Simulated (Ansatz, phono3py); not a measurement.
# SrO (Fm-3m): solver, mesh and scattering choices in phono3py, part 3 of 5

The second- and third-order constants of SrO come from an earlier supercell run; what does phono3py make of them?

What experiment has found for this phase:
- thermal conductivity 12 W/m/K near room temperature (given in “Combining the AFLOW GIBBS and Elastic Libraries to efficiently and robustly screen thermo-mechanical properties of solids”, 2017, arXiv:1611.05714)
- thermal conductivity 12 W/m/K near room temperature (given in “Predicting the lattice thermal conductivity of solids by solving the Boltzmann transport equation: AFLOW - AAPL an automated, accurate and efficient framework”, 2017, arXiv:1611.05481)

Ansatz 0.2.0 and phono3py 4.10.0; DFT r2SCAN, scalar-relativistic, plane waves, PAW; PAW set soft_1 (the session's first sound run).

So far, κ at 300 K (W/m/K): step 3 (relaxation-time solution) 15.0; step 9 (q-mesh of the transport sums 15×15×15) 14.7; step 10 (q-mesh of the transport sums 19×19×19) 15.1; step 11 (q-mesh of the transport sums 23×23×23) 15.0; step 12 (q-mesh of the transport sums 31×31×31) 14.8.

The database entry behind the starting cell differs from later determinations by our own check (about 0.5 % short), so it need not match the best structure at ambient conditions.

## Step 14: Boundary scattering, third order supercell 3×3×3, supercell 6×6×6

A boundary term v/L is added to each rate, a simple model of grains or a thin sample.

This step: DFT r2SCAN, scalar-relativistic, plane waves, PAW; PAW set soft_1; phono3py on Ansatz's force constants (phono3py 4.10.0).

phono3py.yaml

```yaml
phono3py:
  version: "4.10.0"
  frequency_unit_conversion_factor: 15.633302
  symmetry_tolerance: 1.00000e-05

physical_unit:
  atomic_mass: "AMU"
  length: "angstrom"

space_group:
  type: "Fm-3m"
  number: 225
  Hall_symbol: "-F 4 2 3"

primitive_matrix:
- [  1.000000000000000,  0.000000000000000,  0.000000000000000 ]
- [  0.000000000000000,  1.000000000000000,  0.000000000000000 ]
- [  0.000000000000000,  0.000000000000000,  1.000000000000000 ]

supercell_matrix:
- [   3,   0,   0 ]
- [   0,   3,   0 ]
- [   0,   0,   3 ]

# [primitive_cell block left out]
unit_cell:
  lattice:
  - [     0.000000000000000,     2.580114853700000,     2.580114853700000 ] # a
  - [     2.580114853700000,     0.000000000000000,     2.580114853700000 ] # b
  - [     2.580114853700000,     2.580114853700000,     0.000000000000000 ] # c
  points:
  - symbol: Sr # 1
    coordinates: [  0.500000000000000,  0.500000000000000,  0.500000000000000 ]
    mass: 87.620000
    reduced_to: 1
  - symbol: O # 2
    coordinates: [  0.000000000000000,  0.000000000000000,  0.000000000000000 ]
    mass: 15.999000
    reduced_to: 2

# [supercell block left out]
phonon_supercell_matrix:
- [   6,   0,   0 ]
- [   0,   6,   0 ]
- [   0,   0,   6 ]

# [phonon_primitive_cell block left out]
# [phonon_supercell block left out]
nac:
  born_effective_charge:
  - # 1 (Sr)
    - [  2.412776631096058,  0.000000000000000,  0.000000000000000 ]
    - [  0.000000000000000,  2.412776631096058,  0.000000000000000 ]
    - [  0.000000000000000,  0.000000000000000,  2.412776631096058 ]
  - # 2 (O)
    - [ -2.412776631096058,  0.000000000000000,  0.000000000000000 ]
    - [  0.000000000000000, -2.412776631096058,  0.000000000000000 ]
    - [  0.000000000000000,  0.000000000000000, -2.412776631096058 ]
  dielectric_constant:
    - [  3.511817046854623,  0.000000000000000,  0.000000000000000 ]
    - [  0.000000000000000,  3.511817046854624,  0.000000000000000 ]
    - [  0.000000000000000,  0.000000000000000,  3.511817046854624 ]
  unit_conversion_factor: 14.399645
```

Started as:

```console
$ phono3py phono3py.yaml --mesh 21 21 21 --br --isotope --boundary-mfp 0.1 --ts 100 150 200 300 400 500 600 800
```

What it wrote:

```text
[banner, memory and clock lines left out]
Rust backend (phonors) using rayon (8 threads).
Running in phono3py.load mode.
Spglib version 2.8.0
----------------------------- General settings -----------------------------
Run mode: conductivity-RTA
HDF5 data compression filter: gzip
Crystal structure was read from "phono3py.yaml".
Supercell (dim): [3 3 3]
Phonon supercell (dim-fc2): [6 6 6]
Primitive matrix:
  [1. 0. 0.]
  [0. 1. 0.]
  [0. 0. 1.]
Spacegroup: Fm-3m (225)
Use -v option to watch primitive cell, unit cell, and supercell structures.
NAC parameters were read from "phono3py.yaml".
fc3 was read from "fc3.hdf5".
fc2 was read from "fc2.hdf5".
----------------------------- Force constants ------------------------------
Max drift of fc3: 0.00000300 (zzz) 0.00000300 (zzz) 0.00000300 (zzz)
Max drift of fc2: -0.00002100 (xx) -0.00002100 (xx)
--------------------------- Calculation settings ---------------------------
Non-analytical term correction (NAC): True
NAC unit conversion factor:  14.39964
BZ integration: Tetrahedron-method
Temperature:  100.0  150.0  200.0  300.0  400.0 ... 800.0
Cutoff frequency: 0.01
Mesh sampling: [ 21 21 21 ]
Generating grid system ... [ 21 21 21 ]
fc3-r2q-transformation over three atoms: True
--------------------------- Phonon calculations ----------------------------
  PRB 50, 13035(R) (1994), PRB 55, 10355 (1997)
  G-cutoff distance: 1.28, Number of G-points: 307, Lambda: 0.25
Running harmonic phonon calculations...
-------------------- Lattice thermal conductivity (RTA) --------------------
Running heat capacity calculations...
Running velocity calculations...
Running isotope scattering calculations with tetrahedron method...
======================= Grid point 0 (1/286) =======================
q-point: ( 0.00  0.00  0.00)
Boundary mean free path (micrometer): 0.10000
Mass variance parameters: 6.10e-05 3.36e-05
Number of triplets: 286
Frequency     group velocity (x, y, z)     |gv|
  -0.008   (   0.000    0.000    0.000)    0.000
  -0.008   (   0.000    0.000    0.000)    0.000
  -0.008   (   0.000    0.000    0.000)    0.000
   6.414   (   0.000    0.000    0.000)    0.000
   6.414   (   0.000    0.000    0.000)    0.000
   6.414   (   0.000    0.000    0.000)    0.000
======================= Grid point 1 (2/286) =======================
q-point: ( 0.05  0.00  0.00)
Boundary mean free path (micrometer): 0.10000
Mass variance parameters: 6.10e-05 3.36e-05
Number of triplets: 891
Frequency     group velocity (x, y, z)     |gv|
   0.561   ( -19.964   19.964   19.964)   34.578
   0.561   ( -19.964   19.964   19.964)   34.578
   0.929   ( -33.376   33.376   33.376)   57.810
   6.455   (  -3.035    3.035    3.035)    5.257
   6.455   (  -3.035    3.035    3.035)    5.257
  14.081   (   1.518   -1.518   -1.518)    2.630
[283 grid points left out]
======================= Grid point 2458 (286/286) =======================
q-point: ( 0.71  0.48  0.24)
Boundary mean free path (micrometer): 0.10000
Mass variance parameters: 6.10e-05 3.36e-05
Number of triplets: 2431
Frequency     group velocity (x, y, z)     |gv|
   4.344   (   0.000    0.277    9.388)    9.392
   4.924   (  -0.000   14.829    1.736)   14.930
   5.106   (   0.000  -12.370   -8.570)   15.049
   8.484   (  -0.000   18.671    1.416)   18.725
   8.615   (   0.000  -15.982    8.570)   18.135
   9.700   (  -0.000    2.961  -17.400)   17.650
=================== End of collection of collisions ===================
----------- Thermal conductivity (W/m-k) with tetrahedron method -----------
#  T(K)        xx         yy         zz         yz         xz         xy
  100.0      16.153     16.153     16.153      0.000      0.000     -0.000
  150.0      12.317     12.317     12.317      0.000      0.000     -0.000
  200.0       9.939      9.939      9.939      0.000      0.000     -0.000
  300.0       7.268      7.268      7.268      0.000      0.000     -0.000
  400.0       5.792      5.792      5.792      0.000      0.000     -0.000
  500.0       4.846      4.846      4.846      0.000      0.000     -0.000
  600.0       4.184      4.184      4.184      0.000      0.000     -0.000
  800.0       3.309      3.309      3.309      0.000     -0.000     -0.000

Thermal conductivity related properties were written into
"kappa-m212121.hdf5".
Summary of calculation was written in "phono3py.yaml".
```

Elapsed: 42 s, on 8 threads of Intel Xeon Platinum 8375C at 2.90GHz (Ice Lake), shared host; peak memory 0.14 GiB.

This step gave:

| Quantity | Value |
| --- | --- |
| κ at 300 K | 7.268 W/m/K |
| κ xx, yy, zz at 300 K | 7.268, 7.268, 7.268 W/m/K |

W/m/K. Kappa, by row:

| T (K) | xx | yy | zz | yz | xz | xy |
| --- | --- | --- | --- | --- | --- | --- |
| 100 | 16.15 | 16.15 | 16.15 | 0 | 0 | 0 |
| 150 | 12.32 | 12.32 | 12.32 | 0 | 0 | 0 |
| 200 | 9.939 | 9.939 | 9.939 | 0 | 0 | 0 |
| 300 | 7.268 | 7.268 | 7.268 | 0 | 0 | 0 |
| 400 | 5.792 | 5.792 | 5.792 | 0 | 0 | 0 |
| 500 | 4.846 | 4.846 | 4.846 | 0 | 0 | 0 |
| 600 | 4.184 | 4.184 | 4.184 | 0 | 0 | 0 |
| 800 | 3.309 | 3.309 | 3.309 | 0 | 0 | 0 |

κ at 300 K goes from 15.0 in the base run to 7.27 W/(m K).

## Step 15: Boundary scattering, third order supercell 3×3×3, supercell 6×6×6 (run 2)

A boundary term v/L is added to each rate, a simple model of grains or a thin sample.

phono3py.yaml is that of step 14.

Started as:

```console
$ phono3py phono3py.yaml --mesh 21 21 21 --br --isotope --boundary-mfp 100 --ts 100 150 200 300 400 500 600 800
```

What it wrote:

```text
[banner, memory and clock lines left out]
Rust backend (phonors) using rayon (8 threads).
Running in phono3py.load mode.
Spglib version 2.8.0
----------------------------- General settings -----------------------------
Run mode: conductivity-RTA
HDF5 data compression filter: gzip
Crystal structure was read from "phono3py.yaml".
Supercell (dim): [3 3 3]
Phonon supercell (dim-fc2): [6 6 6]
Primitive matrix:
  [1. 0. 0.]
  [0. 1. 0.]
  [0. 0. 1.]
Spacegroup: Fm-3m (225)
Use -v option to watch primitive cell, unit cell, and supercell structures.
[...]
----------- Thermal conductivity (W/m-k) with tetrahedron method -----------
#  T(K)        xx         yy         zz         yz         xz         xy
  100.0      59.968     59.968     59.968      0.000     -0.000     -0.000
  150.0      33.521     33.521     33.521      0.000     -0.000     -0.000
  200.0      23.460     23.460     23.460      0.000     -0.000     -0.000
[...]
600.0       7.225      7.225      7.225      0.000     -0.000     -0.000
  800.0       5.399      5.399      5.399      0.000     -0.000     -0.000

Thermal conductivity related properties were written into
"kappa-m212121.hdf5".
Summary of calculation was written in "phono3py.yaml".
```

Wall time 42 s (8 threads); peak memory 0.14 GiB; 4.8 min of CPU time.

Numbers from this step:

* κ at 300 K: 14.87 W/m/K
* κ xx, yy, zz at 300 K: 14.87, 14.87, 14.87 W/m/K

κ at 300 K goes from 15.0 in the base run to 14.9 W/(m K).

## Step 16: Direct solution of the linearised equation, third order supercell 3×3×3, supercell 6×6×6

Solving the linearised equation directly keeps the heat that normal processes pass on between modes; it is dearer, so the mesh may be smaller.

phono3py.yaml is that of step 15.

Started as:

```console
$ phono3py phono3py.yaml --mesh 19 19 19 --lbte --isotope --ts 100 300 600
```

What it wrote:

```text
[banner, memory and clock lines left out]
Rust backend (phonors) using rayon (8 threads).
Running in phono3py.load mode.
Spglib version 2.8.0
----------------------------- General settings -----------------------------
Run mode: conductivity-LBTE
HDF5 data compression filter: gzip
Crystal structure was read from "phono3py.yaml".
Supercell (dim): [3 3 3]
Phonon supercell (dim-fc2): [6 6 6]
Primitive matrix:
  [1. 0. 0.]
  [0. 1. 0.]
  [0. 0. 1.]
Spacegroup: Fm-3m (225)
Use -v option to watch primitive cell, unit cell, and supercell structures.
NAC parameters were read from "phono3py.yaml".
fc3 was read from "fc3.hdf5".
fc2 was read from "fc2.hdf5".
----------------------------- Force constants ------------------------------
Max drift of fc3: 0.00000300 (zzz) 0.00000300 (zzz) 0.00000300 (zzz)
Max drift of fc2: -0.00002100 (xx) -0.00002100 (xx)
--------------------------- Calculation settings ---------------------------
Non-analytical term correction (NAC): True
NAC unit conversion factor:  14.39964
BZ integration: Tetrahedron-method
Temperatures: 100.0  300.0  600.0
Cutoff frequency: 0.01
Mesh sampling: [ 19 19 19 ]
Generating grid system ... [ 19 19 19 ]
fc3-r2q-transformation over three atoms: True
--------------------------- Phonon calculations ----------------------------
  PRB 50, 13035(R) (1994), PRB 55, 10355 (1997)
  G-cutoff distance: 1.28, Number of G-points: 307, Lambda: 0.25
Running harmonic phonon calculations...
------------------- Lattice thermal conductivity (LBTE) -------------------
Running heat capacity calculations...
Running velocity calculations...
Running isotope scattering calculations with tetrahedron method...
======================= Grid point 0 (1/220) =======================
q-point: ( 0.00  0.00  0.00)
Boundary mean free path (millimeter): 1000.000
Mass variance parameters: 6.10e-05 3.36e-05
Number of triplets: 220
Frequency     group velocity (x, y, z)     |gv|
  -0.008   (   0.000    0.000    0.000)    0.000
  -0.008   (   0.000    0.000    0.000)    0.000
  -0.008   (   0.000    0.000    0.000)    0.000
   6.414   (   0.000    0.000    0.000)    0.000
   6.414   (   0.000    0.000    0.000)    0.000
   6.414   (   0.000    0.000    0.000)    0.000
======================= Grid point 1 (2/220) =======================
q-point: ( 0.05  0.00  0.00)
Boundary mean free path (millimeter): 1000.000
Mass variance parameters: 6.10e-05 3.36e-05
Number of triplets: 670
Frequency     group velocity (x, y, z)     |gv|
   0.619   ( -19.862   19.862   19.862)   34.403
   0.619   ( -19.862   19.862   19.862)   34.403
   1.026   ( -33.315   33.315   33.315)   57.703
   6.465   (  -3.360    3.360    3.360)    5.820
   6.465   (  -3.360    3.360    3.360)    5.820
  14.076   (   1.654   -1.654   -1.654)    2.865
[217 grid points left out]
======================= Grid point 1647 (220/220) =======================
q-point: (-0.26  0.47  0.21)
Boundary mean free path (millimeter): 1000.000
Mass variance parameters: 6.10e-05 3.36e-05
Number of triplets: 1810
Frequency     group velocity (x, y, z)     |gv|
   4.322   (  11.891    2.763    0.000)   12.208
   4.992   ( -11.674   13.146    0.000)   17.582
   5.061   (   1.855  -13.645   -0.000)   13.771
   8.444   (   6.608   17.548    0.000)   18.751
   8.658   (   1.711  -17.476   -0.000)   17.560
   9.703   ( -16.787    5.844   -0.000)   17.775
=================== End of collection of collisions ===================
- Collision matrix shape (1, 3, 220, 6, 3, 220, 6, 3)
- Averaging collision matrix elements by phonon degeneracy [0.099s]
- Making collision matrix symmetric (Rust) [0.014s]
Diagonalize by scipy.linalg.lapack.dsyev sum=1.1e+02 d=0.0e+00 [96.444s]
Pinv by ignoring 1026/3960 dims under abs(eig)<1.0e-08 (np.dot) [0.019s]
----------- Thermal conductivity (W/m-k) with tetrahedron method -----------
#  T(K)        xx         yy         zz         yz         xz         xy
  100.0      64.019     64.019     64.019      0.000      0.000     -0.000
  (RTA)      62.030     62.030     62.030      0.000     -0.000     -0.000
Diagonalize by scipy.linalg.lapack.dsyev sum=2.9e+02 d=-5.7e-14 [98.192s]
Pinv by ignoring 1026/3960 dims under abs(eig)<1.0e-08 (np.dot) [0.019s]
#  T(K)        xx         yy         zz         yz         xz         xy
  300.0      15.317     15.317     15.317      0.000      0.000     -0.000
  (RTA)      15.080     15.080     15.080      0.000      0.000     -0.000
Diagonalize by scipy.linalg.lapack.dsyev sum=5.8e+02 d=0.0e+00 [96.668s]
Pinv by ignoring 1026/3960 dims under abs(eig)<1.0e-08 (np.dot) [0.017s]
#  T(K)        xx         yy         zz         yz         xz         xy
  600.0       7.407      7.407      7.407      0.000     -0.000     -0.000
  (RTA)       7.302      7.302      7.302      0.000      0.000     -0.000
Thermal conductivity related properties were written into
"kappa-m191919.hdf5".
Eigenvalues of collision matrix were written into "coleigs-m191919.hdf5"
Summary of calculation was written in "phono3py.yaml".
```

The job ended after 5.4 min (8 threads; peak memory 0.52 GiB).

Numbers from this step:

* κ at 300 K: 15.32 W/m/K
* κ xx, yy, zz at 300 K: 15.32, 15.32, 15.32 W/m/K

W/m/K. Kappa, by row:

| T (K) | xx | yy | zz | yz | xz | xy | RTA mean |
| --- | --- | --- | --- | --- | --- | --- | --- |
| 100 | 64.02 | 64.02 | 64.02 | 0 | 0 | 0 | 62.03 |
| 300 | 15.32 | 15.32 | 15.32 | 0 | 0 | 0 | 15.08 |
| 600 | 7.407 | 7.407 | 7.407 | 0 | 0 | 0 | 7.302 |

On this mesh the direct solution gives 15.3 W/(m K) at 300 K, against 15.1 in the relaxation-time approximation.

(Part 3 of 5 ends here.)

[Logs are printed without paths, hosts, clocks, repeated set-up lines and the standing remarks that a program may print on its own settings, such as how far it seeks lower states.]

[Hosts, paths, dates, database ids (printed as entryN), source tags and the programs' standing remarks are cut or masked in the printed files.]

[A step with changed settings may run another functional than the one named; its input shows which.]
